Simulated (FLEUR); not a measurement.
# Calculated records

```json
{"subject": "GdP: which magnetic order is lowest", "lattice_ang": [[0.0, 2.8699, 2.8699], [2.8699, 0.0, 2.8699], [5.7399, 5.7399, 0.0]], "atoms": [["Gd", 0.0, 0.0, 0.0], ["Gd", 0.0, 0.0, 0.5], ["P", 0.5, 0.5, 0.25], ["P", 0.5, 0.5, 0.75]], "method": "LDA (VWN) with U = 3.6 eV on Gd f; all-electron FLAPW, Dirac cores, scalar-relativistic bands", "program": "FLEUR MaX-R8.1", "settings_of_one_run": "kmax 3.6 1/bohr, gmax 10.8 1/bohr, muffin tin radii Gd: 2.8, P: 2.09 bohr, lmax Gd: [10, 8], P: [8, 6], hist occupations, smearing width 0.05 eV, mixer Anderson, mixing 0.05, max iterations 130, stop 0.0001 me/bohr³, collinear spin, 8×8×4 k-mesh, double counting FLL, mesh matched on, seeded occupations whole cubic f orbitals, Hund's first rule, starting moments 7 -7 0 0 μB", "cost": "3 runs, 2.9 min in all on 4 MPI ranks of Intel Xeon Platinum 8488C (Sapphire Rapids), shared host (the runs of this entry)", "notes": "Only 3 starts were tried; other patterns of signs, canted and longer-period orders were not.", "results": {"lowest_state_found": "antiferromagnetic (initial antiferro q=(0,0,1/2) +-)", "largest_site_spin_moment": "7.06 μB", "next_finished_state": "antiferromagnetic, 3.28 meV a seeded atom higher"}}
```

[Logs and program files are shortened in this print: banners, set-up blocks, solver, clock and traceback lines can be left out without a mark of their own.]

[Logs are printed without paths, hosts, clocks, repeated set-up lines and the standing remarks that a program may print on its own settings, such as how far it seeks lower states.]

[Hosts, paths, dates, database ids (printed as entryN), source tags and the programs' standing remarks are cut or masked in the printed files.]

[Where a cell is said to come from a database of computed structures, the database is the Materials Project.]
